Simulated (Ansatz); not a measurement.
## InAg2Te4As, from a guessed structure to a relaxed one

Starting from a made-up structure for InAg2Te4As, the aim is the relaxed cell, its shortest contacts and, where a second run follows, its electronic structure.

Calculated with Ansatz 0.2.0; DFT, PBE, plane-wave PAW, files of the set soft_1, scalar-relativistic, no spin, cell and ions relaxed at zero pressure; PAW set soft_1.

### 1. Starting point

It takes space group I-4m2 (No. 119, tetragonal). The conventional cell has a = 5.708 Å, b = 5.708 Å, c = 11.657 Å, α = 90.00°, β = 90.00°, γ = 90.00°. Nearest to Te lie 3 Ag at 2.85 to 2.97 Å and 2 As at 2.85 Å and 1 In at 2.86 Å. Te has 1 As at 2.84 Å and 2 In at 2.85 Å and 3 Ag at 2.85 to 2.99 Å nearest. In has 6 Te at 2.85 to 2.86 Å nearest. Nearest to Ag lie 6 Te at 2.85 to 2.99 Å. Nearest to Ag lie 6 Te at 2.85 to 2.97 Å. As has 6 Te at 2.84 to 2.85 Å nearest. Farther neighbours and most contacts between anions are not listed.

### 2. Relaxing cell and atoms

The guess takes its coordinates from another compound and its volume from a rule, so the cell and any free coordinates are relaxed together.

input.yaml reads:

```yaml
crystal:
  lattice:
    - [-2.854, 2.854, 5.8285]
    - [2.854, -2.854, 5.8285]
    - [2.854, 2.854, -5.8285]
  atoms:
    - { symbol: Te, position: [0.2456, 0.2456, 0.0] }
    - { symbol: Te, position: [0.5062, 0.0062, 0.5] }
    - { symbol: Te, position: [0.7544, 0.7544, 0.0] }
    - { symbol: Te, position: [0.9938, 0.4938, 0.5] }
    - { symbol: In, position: [0.0, 0.0, 0.0] }
    - { symbol: Ag, position: [0.25, 0.75, 0.5] }
    - { symbol: Ag, position: [0.5, 0.5, 0.0] }
    - { symbol: As, position: [0.75, 0.25, 0.5] }
kpoints:
  mp_grid: { grid: [7, 7, 7] }
scf:
  occupations: { method: fermi_dirac, width: 0.05 }
hamiltonian:
  xc: pbe
  pseudopotentials: { kind: paw, azcp: { folder: soft_1 } }
relax:
  f_tol: 0.015
  max_steps: 70
  cell: {}
output:
  forces: true
  stress: true
```

Started as:

```sh
> ansatz run input.yaml --threads 4 --pin off --max-ram 10240MiB --backend cpu --events-out ev --progress --plain --runs-dir out
```

Numbers of over 12 decimals in the logs are rounded to 6 here.

Log:

```text
Engine: ansatz 0.2.0, aarch64-unknown-linux-gnu
Pseudopotentials: kind: paw
Pseudopotential: Te, paw, valence charge 16, recommended cutoff 420 eV (normal), soft_1/Te.paw.azcp
Pseudopotential: In, paw, valence charge 13, recommended cutoff 420 eV (normal), soft_1/In.paw.azcp
Pseudopotential: Ag, paw, valence charge 19, recommended cutoff 420 eV (normal), soft_1/Ag.paw.azcp
Pseudopotential: As, paw, valence charge 15, recommended cutoff 420 eV (normal), soft_1/As.paw.azcp
Functional definition: PBE
  parameter kappa = 0.804
  parameter beta = 0.066725
  exchange = pbe_x(kappa = kappa, mu = beta*pi^2/3)
  correlation = pbe_c(beta = beta)
Crystal: 8 atoms, lattice volume = 189.900 Å³
Basis set: ecut = 420 eV, 3707 PW (Γ), exchange–correlation on 96×96×96 points (8 copies of the dense FFT grid, shifted against one another)
Bands: 78, of which v1, the nominal top of the filled ones, is band 65 counted from 1 (64 counted from 0)
Symmetry: 8 space group operations
Space group: I-4m2 (ITA 119), of the structure as read, at distance tolerance 5.7e-5 Å
k-points: 40 of 343 (time reversal used)
Non-local potential: Te, projectors of the file, l = 0: 2, l = 1: 2, l = 2: 2, l = 3: 1
Non-local potential: In, projectors of the file, l = 0: 2, l = 1: 2, l = 2: 2, l = 3: 1
Non-local potential: Ag, projectors of the file, l = 0: 3, l = 1: 2, l = 2: 2, l = 3: 1
Non-local potential: As, projectors of the file, l = 0: 2, l = 1: 2, l = 2: 3, l = 3: 1
PAW form: soft (Blöchl's): semilocal exchange-correlation on the pseudo side does not see the compensation charge
PAW one-centre angular grid: Te, 590 points (default); XC on 64 Gauss nodes
PAW one-centre angular grid: In, 590 points (default); XC on 64 Gauss nodes
PAW one-centre angular grid: Ag, 590 points (default); XC on 64 Gauss nodes
PAW one-centre angular grid: As, 590 points (default); XC on 64 Gauss nodes
Initial density: superposition of atomic densities (chi_scale 0.1, normalization cell, long waves kept (reshape's long-wave potential 0.01 eV rms))
Initial wavefunctions: pseudopotential atomic-orbital guess
Functional: x = pbe(κ = 0.804, μ = 0.219515), c = pbe(β = 0.066725)
SCF iter   1: F=—  HF=-53555.885585 eV  |F-HF|=—  |Δ(HF+E_count)|=         —  Δρ=2.45e-2  dr2=2.36e0  ethr=3.10e-3  ⟨swp⟩=6.3  Hψ=11830  notcnv=0  defer=91
preconditioner: auto → Kerker (q_TF=auto, 2.561 Å⁻¹)  [metal: Δε(μ)=0.003 eV  Ē_g=10.686 eV  σ=0.050 eV  W_gap=0.02  n_scr=60 (ndim 8)  ℏωp=21.6 eV  f_vac=0.000  D(μ)=2.76/eV (n_scr^D=14)]
SCF iter   2: F=—  HF=-53555.580424 eV  |F-HF|=—  |Δ(HF+E_count)|=   3.05e-1  Δρ=1.35e-2  dr2=7.89e-1  ethr=1.82e-3  ⟨swp⟩=2.0  Hψ=3889  notcnv=0  defer=200
SCF iter   3: F=—  HF=-53555.443300 eV  |F-HF|=—  |Δ(HF+E_count)|=   1.37e-1  Δρ=3.88e-3  dr2=4.95e-2  ethr=6.07e-4  ⟨swp⟩=2.9  Hψ=4836  notcnv=0  defer=200
SCF iter   4: F=—  HF=-53555.434333 eV  |F-HF|=—  |Δ(HF+E_count)|=   8.97e-3  Δρ=1.62e-3  dr2=8.68e-3  ethr=3.81e-5  ⟨swp⟩=2.1  Hψ=5310  notcnv=0  defer=204
SCF iter   5: F=—  HF=-53555.434202 eV  |F-HF|=—  |Δ(HF+E_count)|=   1.31e-4  Δρ=5.82e-4  dr2=2.13e-3  ethr=6.67e-6  ⟨swp⟩=2.0  Hψ=4446  notcnv=0  defer=204
SCF iter   6: F=—  HF=-53555.433953 eV  |F-HF|=—  |Δ(HF+E_count)|=   2.49e-4  Δρ=3.15e-4  dr2=2.89e-4  ethr=1.64e-6  ⟨swp⟩=2.0  Hψ=4358  notcnv=0  defer=204
SCF iter   7: F=—  HF=-53555.433951 eV  |F-HF|=—  |Δ(HF+E_count)|=   2.52e-6  Δρ=1.51e-4  dr2=4.56e-5  ethr=2.23e-7  ⟨swp⟩=2.0  Hψ=5458  notcnv=0  defer=204
SCF iter   8: F=—  HF=-53555.433926 eV  |F-HF|=—  |Δ(HF+E_count)|=   2.49e-5  Δρ=4.21e-5  dr2=4.18e-6  ethr=3.51e-8  ⟨swp⟩=2.0  Hψ=5450  notcnv=0  defer=204
SCF iter   9: F=—  HF=-53555.433926 eV  |F-HF|=—  |Δ(HF+E_count)|=   5.39e-7  Δρ=1.20e-5  dr2=4.40e-7  ethr=3.21e-9  ⟨swp⟩=2.0  Hψ=4003  notcnv=0  defer=204
SCF iter  10: F=-53555.433926 eV  HF=-53555.433926 eV  |F-HF|=3.60e-8  |Δ(HF+E_count)|=   8.48e-9  Δρ=4.97e-6  dr2=6.54e-8  ethr=7.69e-11  ⟨swp⟩=5.0  Hψ=11336  notcnv=0
SCF 1 converged in 10 iterations: F = -53555.433926 eV  dr2 = 6.54e-8
  greatest PAW one-centre occupation: 1.001 electrons in one spin orbital (limit 2), on the Ag atom at site 5 (counted from 0), in its partial waves of l = 0
relax step   1: F+E_penalty+E_count = -53555.43392624 eV  Δ(F+E_penalty+E_count) = +0.000e0 eV  max|allowed force component| = 5.288e-1 eV/Å  Δτ_max = 0.0000 Å  P = +9.081 GPa  Ω = 189.900 Å³  (10 SCF iters, dr2 threshold 1.00e-7 eV, accepted)
Crystal: 8 atoms, lattice volume = 218.262 Å³
Basis set: ecut = 420 eV, 4269 PW (Γ), exchange–correlation on 96×96×96 points (8 copies of the dense FFT grid, shifted against one another)
Initial density: handed on by an earlier stage of this run
Initial wavefunctions: those handed on with the density
iter 1 solved again at ethr=1.30e-4 eV; its pass at ethr=3.10e-3 eV (dr2=1.69e-1 eV) is discarded
SCF iter   1: F=—  HF=-53556.085192 eV  |F-HF|=—  |Δ(HF+E_count)|=         —  Δρ=6.76e-3  dr2=1.70e-1  ethr=1.30e-4  ⟨swp⟩=2.9  Hψ=18840  notcnv=0
preconditioner: auto → LDOS  [metal: Δε(μ)=0.025 eV  Ē_g=10.065 eV  σ=0.050 eV  W_gap=0.12  n_scr=60 (ndim 8)  ℏωp=20.1 eV  f_vac=0.020  D(μ)=3.68/eV (n_scr^D=14)  β→1.0]
SCF iter   2: F=—  HF=-53556.068799 eV  |F-HF|=—  |Δ(HF+E_count)|=   1.64e-2  Δρ=4.43e-3  dr2=3.73e-2  ethr=1.30e-4  ⟨swp⟩=3.2  Hψ=6398  notcnv=0
SCF iter   3: F=—  HF=-53556.060814 eV  |F-HF|=—  |Δ(HF+E_count)|=   7.98e-3  Δρ=1.58e-3  dr2=4.72e-3  ethr=2.87e-5  ⟨swp⟩=2.0  Hψ=6449  notcnv=0  defer=86
SCF iter   4: F=—  HF=-53556.059690 eV  |F-HF|=—  |Δ(HF+E_count)|=   1.12e-3  Δρ=2.37e-4  dr2=1.57e-4  ethr=3.63e-6  ⟨swp⟩=2.2  Hψ=5433  notcnv=0  defer=86
SCF iter   5: F=—  HF=-53556.059667 eV  |F-HF|=—  |Δ(HF+E_count)|=   2.38e-5  Δρ=6.32e-5  dr2=8.58e-6  ethr=1.21e-7  ⟨swp⟩=2.0  Hψ=5251  notcnv=0  defer=86
SCF iter   6: F=-53556.059666 eV  HF=-53556.059666 eV  |F-HF|=9.51e-8  |Δ(HF+E_count)|=   1.10e-6  Δρ=1.47e-5  dr2=3.92e-7  ethr=6.15e-10  ⟨swp⟩=6.0  Hψ=14521  notcnv=0
SCF 2 converged in 6 iterations: F = -53556.059666 eV  dr2 = 3.92e-7
  greatest PAW one-centre occupation: 1.001 electrons in one spin orbital (limit 2), on the Ag atom at site 6 (counted from 0), in its partial waves of l = 0
relax step   2: F+E_penalty+E_count = -53556.05966564 eV  Δ(F+E_penalty+E_count) = -6.257e-1 eV  max|allowed force component| = 1.189e-1 eV/Å  Δτ_max = 0.0817 Å  P = -0.970 GPa  Ω = 218.262 Å³  energy of the carried Pulay correction = -6.860e-3 eV  (6 SCF iters, dr2 threshold 8.00e-7 eV, accepted)
Crystal: 8 atoms, lattice volume = 215.237 Å³
Basis set: ecut = 420 eV, 4225 PW (Γ), exchange–correlation on 96×96×96 points (8 copies of the dense FFT grid, shifted against one another)
iter 1 solved again at ethr=1.28e-6 eV; its pass at ethr=3.10e-3 eV (dr2=1.66e-3 eV) is discarded
SCF iter   1: F=—  HF=-53556.075428 eV  |F-HF|=—  |Δ(HF+E_count)|=         —  Δρ=6.48e-4  dr2=1.56e-3  ethr=1.28e-6  ⟨swp⟩=2.4  Hψ=16273  notcnv=0
preconditioner: auto → LDOS  [metal: Δε(μ)=0.041 eV  Ē_g=10.073 eV  σ=0.050 eV  W_gap=0.20  n_scr=60 (ndim 8)  ℏωp=20.2 eV  f_vac=0.010  D(μ)=3.96/eV (n_scr^D=22)  β→1.0]
SCF iter   2: F=—  HF=-53556.075246 eV  |F-HF|=—  |Δ(HF+E_count)|=   1.82e-4  Δρ=2.58e-4  dr2=1.14e-4  ethr=1.20e-6  ⟨swp⟩=2.0  Hψ=3939  notcnv=0
SCF iter   3: F=—  HF=-53556.075204 eV  |F-HF|=—  |Δ(HF+E_count)|=   4.14e-5  Δρ=1.42e-4  dr2=3.67e-5  ethr=8.80e-8  ⟨swp⟩=2.0  Hψ=5727  notcnv=0
SCF iter   4: F=—  HF=-53556.075194 eV  |F-HF|=—  |Δ(HF+E_count)|=   1.01e-5  Δρ=4.22e-5  dr2=3.64e-6  ethr=2.82e-8  ⟨swp⟩=2.0  Hψ=5471  notcnv=0
SCF iter   5: F=-53556.075193 eV  HF=-53556.075193 eV  |F-HF|=2.64e-7  |Δ(HF+E_count)|=   7.16e-7  Δρ=1.03e-5  dr2=2.68e-7  ethr=6.15e-10  ⟨swp⟩=5.0  Hψ=13330  notcnv=0
SCF 3 converged in 5 iterations: F = -53556.075193 eV  dr2 = 2.68e-7
relax step   3: F+E_penalty+E_count = -53556.07519309 eV  Δ(F+E_penalty+E_count) = -1.553e-2 eV  max|allowed force component| = 4.306e-2 eV/Å  Δτ_max = 0.0141 Å  P = -0.230 GPa  Ω = 215.237 Å³  energy of the carried Pulay correction = -6.201e-3 eV  (5 SCF iters, dr2 threshold 8.00e-7 eV, accepted)
Crystal: 8 atoms, lattice volume = 214.416 Å³
Basis set: ecut = 420 eV, 4201 PW (Γ), exchange–correlation on 96×96×96 points (8 copies of the dense FFT grid, shifted against one another)
iter 1 solved again at ethr=4.96e-7 eV; its pass at ethr=3.10e-3 eV (dr2=6.45e-4 eV) is discarded
SCF iter   1: F=—  HF=-53556.076825 eV  |F-HF|=—  |Δ(HF+E_count)|=         —  Δρ=3.36e-4  dr2=5.73e-4  ethr=4.96e-7  ⟨swp⟩=3.0  Hψ=14807  notcnv=0
preconditioner: auto → LDOS  [metal: Δε(μ)=0.048 eV  Ē_g=10.093 eV  σ=0.050 eV  W_gap=0.23  n_scr=60 (ndim 8)  ℏωp=20.3 eV  f_vac=0.010  D(μ)=3.95/eV (n_scr^D=22)  β→1.0]
SCF iter   2: F=—  HF=-53556.076748 eV  |F-HF|=—  |Δ(HF+E_count)|=   7.70e-5  Δρ=1.20e-4  dr2=3.16e-5  ethr=4.41e-7  ⟨swp⟩=2.0  Hψ=3921  notcnv=0
SCF iter   3: F=—  HF=-53556.076727 eV  |F-HF|=—  |Δ(HF+E_count)|=   2.11e-5  Δρ=5.30e-5  dr2=5.86e-6  ethr=2.43e-8  ⟨swp⟩=2.0  Hψ=5722  notcnv=0
SCF iter   4: F=-53556.076725 eV  HF=-53556.076725 eV  |F-HF|=5.77e-8  |Δ(HF+E_count)|=   1.85e-6  Δρ=7.80e-6  dr2=1.39e-7  ethr=3.28e-10  ⟨swp⟩=4.0  Hψ=15759  notcnv=0
SCF 4 converged in 4 iterations: F = -53556.076725 eV  dr2 = 1.39e-7
relax step   4: F+E_penalty+E_count = -53556.07672503 eV  Δ(F+E_penalty+E_count) = -1.532e-3 eV  max|allowed force component| = 2.601e-3 eV/Å  Δτ_max = 0.0047 Å  P = -0.026 GPa  Ω = 214.416 Å³  energy of the carried Pulay correction = -6.019e-3 eV  (4 SCF iters, dr2 threshold 4.27e-7 eV, accepted)
Basis set: ecut = 420 eV, 4201 PW (Γ), exchange–correlation on 100×100×100 points (8 copies of the dense FFT grid, shifted against one another)
Initial wavefunctions: pseudopotential atomic-orbital guess (no wavefunctions were taken with the density)
iter 1 solved again at ethr=2.87e-7 eV; its pass at ethr=3.10e-3 eV (dr2=3.73e-4 eV) is discarded
SCF iter   1: F=—  HF=-53556.079619 eV  |F-HF|=—  |Δ(HF+E_count)|=         —  Δρ=3.17e-4  dr2=1.33e-5  ethr=2.87e-7  ⟨swp⟩=3.8  Hψ=20412  notcnv=0
preconditioner: auto → LDOS  [metal: Δε(μ)=0.045 eV  Ē_g=10.094 eV  σ=0.050 eV  W_gap=0.22  n_scr=60 (ndim 8)  ℏωp=20.3 eV  f_vac=0.011  D(μ)=3.92/eV (n_scr^D=22)  β→1.0]
SCF iter   2: F=—  HF=-53556.081450 eV  |F-HF|=—  |Δ(HF+E_count)|=   1.83e-3  Δρ=7.85e-5  dr2=9.48e-6  ethr=1.02e-8  ⟨swp⟩=2.0  Hψ=5730  notcnv=0
SCF iter   3: F=—  HF=-53556.081476 eV  |F-HF|=—  |Δ(HF+E_count)|=   2.59e-5  Δρ=2.08e-5  dr2=3.98e-7  ethr=7.29e-9  ⟨swp⟩=2.0  Hψ=5725  notcnv=0
SCF iter   4: F=—  HF=-53556.081480 eV  |F-HF|=—  |Δ(HF+E_count)|=   3.22e-6  Δρ=3.10e-6  dr2=1.37e-8  ethr=3.06e-10  ⟨swp⟩=2.0  Hψ=5688  notcnv=0
SCF iter   5: F=—  HF=-53556.081480 eV  |F-HF|=—  |Δ(HF+E_count)|=   8.00e-8  Δρ=8.30e-7  dr2=1.53e-9  ethr=1.06e-11  ⟨swp⟩=2.0  Hψ=5733  notcnv=0
SCF iter   6: F=—  HF=-53556.081480 eV  |F-HF|=—  |Δ(HF+E_count)|=  9.60e-10  Δρ=2.09e-7  dr2=8.79e-11  ethr=1.18e-12  ⟨swp⟩=2.0  Hψ=5013  notcnv=0
SCF iter   7: F=-53556.081480 eV  HF=-53556.081480 eV  |F-HF|=1.46e-11  |Δ(HF+E_count)|=  1.09e-10  Δρ=4.22e-8  dr2=5.01e-12  ethr=1.00e-12  ⟨swp⟩=4.3  Hψ=10807  notcnv=0
SCF 5 converged in 7 iterations: F = -53556.081480 eV  dr2 = 5.01e-12
relax step   5: F+E_penalty+E_count = -53556.08147962 eV  Δ(F+E_penalty+E_count) = -4.755e-3 eV  max|allowed force component| = 2.669e-3 eV/Å  Δτ_max = 0.0000 Å  P = -0.042 GPa  Ω = 214.416 Å³  stress off target by 4.88e-2 GPa  SCF on the basis re-selected at this cell (its energy is not comparable with the rows above)  (7 SCF iters)
basis re-selected at this cell: Δ(F+E_penalty+E_count) = -4.755e-3 eV, ΔP = -0.015 GPa vs the last step (what re-selecting the basis moved, of the pressure what is left beyond the Pulay correction that the steps carried, after the strain that the cell walked since its last selection, with what the two solves' SCF thresholds leave and, on support functions, any second-order correction that the steps lacked; it is no measure of the basis error at this ecutwfc). The dense FFT grid was sized anew with the basis: this SCF ran on 50×50×50 points, the steps before it on 48×48×48, so part of this shift can come from that change (see relax.cell in the input reference). [rest of the remark cut]
SCF converged after 7 iterations
Free energy (F): -53556.081480 eV
Harris-Foulkes:  -53556.081480 eV  (|F-HF|=1.46e-11)
Internal energy: -53556.048321 eV  (E = F + TS)
E sigma→0 (E₀):  -53556.064900 eV
Entropy (-TS):   -0.033159 eV (-4.145 meV/atom)
Fermi energy:    10.296602 eV
--- Per-component energies (eV) ---
  E_band       = -1913.777330
  E_kinetic    = 1934.738433
  E_local      = -14667.914457  (includes V_loc(G=0)·N_el)
  E_nonlocal   = 261.618884
  E_hartree    = 7250.040913
  E_xc         = -1018.175669
  E_vxc        = -969.203524  (∫ρ·V_xc dr)
  E_paw        = -32818.416829  (= ΣΔE_a)
  E_vpaw       = -2973.099661  (= ΣTr[D̂ρ^β])
  E_aug_tail   = 0.001225  (compensation charges beyond the density's cutoff)
  E_ewald      = -14497.940822
  E_smearing   = -0.033159  (= −TS)
  E_closure    = 0.000000  (closes the sum)
  Σ components = -53556.081480   (vs F -53556.081480, Δ=0.00e0)
--- Forces (eV/Å), atoms counted from 1 ---
  atom   1  Te     0.00000000     0.00000000     0.00014024
  atom   2  Te     0.00000000     0.00000000     0.00266881
  atom   3  Te    -0.00000000     0.00000000    -0.00014024
  atom   4  Te     0.00000000     0.00000000    -0.00266881
  atom   5  In     0.00000000     0.00000000     0.00000000
  atom   6  Ag    -0.00000000     0.00000000     0.00000000
  atom   7  Ag     0.00000000     0.00000000    -0.00000000
  atom   8  As    -0.00000000     0.00000000    -0.00000000
  max |Σ_I F_I| component: 1.54e-17 eV/Å
--- Stress (GPa, compression-positive) ---
       -0.048789       0.000000      -0.000000
        0.000000      -0.048789       0.000000
       -0.000000       0.000000      -0.027174
  P = ⅓ Tr σ = -0.0416 GPa (-0.416 kbar)
--- Relaxed structure (4 steps of the walk, 4 accepted, 1 SCFs on fresh bases) ---
  F+E_penalty+E_count = -53556.08147962 eV   max|allowed force component| = 2.669e-3 eV/Å   (the final SCF, on the basis selected at the relaxed cell)
  cell:  # Å, volume = 214.4165 Å³
    - [-2.981734, 2.981734, 6.029209]
    - [2.981734, -2.981734, 6.029209]
    - [2.981734, 2.981734, -6.029209]
  atoms:
    - { symbol: Te, position: [0.252227, 0.252227, 9.9052517347976e-19] }
    - { symbol: Te, position: [0.506634, 0.00663381, 0.500000] }
    - { symbol: Te, position: [0.747773, 0.747773, 4.42588650358755e-18] }
    - { symbol: Te, position: [0.993366, 0.493366, 0.5] }
    - { symbol: In, position: [2.0461909406091808e-19, 2.0461909406091414e-19, 0] }
    - { symbol: Ag, position: [0.250000, 0.750000, 0.500000] }
    - { symbol: Ag, position: [0.500000, 0.500000, 2.708205838533655e-18] }
    - { symbol: As, position: [0.750000, 0.250000, 0.500000] }
```

Wall time 61 s (4 threads of Arm Neoverse V2, shared host); peak memory 1 GiB.

Step by step:

| step | energy less that of the first step (eV) | largest force component (eV/Å) | pressure (GPa) | volume (Å³) |
| --- | --- | --- | --- | --- |
| 1 | 0.0000 | 0.5289 | 9.08 | 189.90 |
| 2 | -0.6257 | 0.1189 | -0.97 | 218.26 |
| 3 | -0.6413 | 0.0431 | -0.23 | 215.24 |
| 4 | -0.6428 | 0.0026 | -0.03 | 214.42 |
| 5* | -0.6476 | 0.0027 | -0.04 | 214.42 |

Relaxation steps marked * repeat the geometry before them on a plane-wave basis chosen anew for their cell, so energy and pressure can jump there.

The run keeps the 8 symmetry operations that it works with, so distortions that break them were not tested.

| conventional cell, symmetrised | before | after | change |
| --- | --- | --- | --- |
| a (Å) | 5.708 | 5.963 | +4.5 % |
| b (Å) | 5.708 | 5.963 | +4.5 % |
| c (Å) | 11.657 | 12.058 | +3.4 % |
| volume (Å³/atom) | 23.74 | 26.80 | +12.9 % |

The atoms that moved most (Å, as changes of fractional coordinates times the final cell):

| atom | dx | dy | dz | length |
| --- | --- | --- | --- | --- |
| Te3 | 0.000 | 0.000 | -0.080 | 0.080 |
| Te1 | 0.000 | 0.000 | 0.080 | 0.080 |
| Te4 | 0.000 | 0.000 | -0.005 | 0.005 |
| Te2 | 0.000 | 0.000 | 0.005 | 0.005 |

The relaxed structure:

```xyz
8
Lattice="-2.9817 2.9817 6.0292 2.9817 -2.9817 6.0292 2.9817 2.9817 -6.0292" Properties=species:S:1:pos:R:3 pbc="T T T"
Te    0.0000    0.0000    3.0415
Te    0.0000    2.9817    0.0800
Te    0.0000    0.0000    9.0170
Te    0.0000    2.9817    5.9492
In    0.0000    0.0000    0.0000
Ag    2.9817    0.0000    3.0146
Ag    0.0000    0.0000    6.0292
As    0.0000    2.9817    3.0146
```

This step gave:

* free energy: -53556.0815 eV
* energy at zero smearing: -53556.0649 eV
* smearing term TS: 0.03316 eV
* Fermi energy: 10.30 eV
* electrons: 130
* symmetry operations: 8
* pressure: -0.04158 GPa

Shortest distances by pair of elements, guess and relaxed (not always the same contact):

| pair | guess (Å) | relaxed (Å) |
| --- | --- | --- |
| As–Te | 2.842 | 2.935 |
| Ag–Te | 2.854 | 2.982 |
| In–Te | 2.855 | 2.983 |
| Te–Te | 3.992 | 4.165 |
| Ag–In | 4.036 | 4.217 |

The relaxation ends with a largest force component of 0.0027 eV/Å and a pressure of -0.04 GPa.

### 3. Outcome

| Property | Result |
| --- | --- |
| space group, relaxed | I-4m2 |
| conventional cell | a = 5.963, b = 5.963, c = 12.058 Å; α = 90.0°, β = 90.0°, γ = 90.0° |
| volume per atom | 26.80 Å³ (guess 23.74) |

In words: InAg2Te4As relaxes to I-4m2 with a = 5.963, b = 5.963 and c = 12.058 Å. The guessed volume was 11 % too small. The space group I-4m2 was held in the relaxation, so the end point is a stationary structure within it and may be a saddle against distortions or other arrangements. Mesh and cutoff weren't tested. Spin-orbit coupling is left out, which can matter for elements this heavy. No dispersion term is used, so weakly bound directions may come out too long. The runs have no spin, and magnetism wasn't tested. Nothing here tests whether the compound is stable against decomposition.

[Logs are printed without paths, hosts, clocks, repeated set-up lines and the standing remarks that a program may print on its own settings, such as how far it seeks lower states.]

[Hosts, paths, dates, database ids (printed as entryN), source tags and the programs' standing remarks are cut or masked in the printed files.]
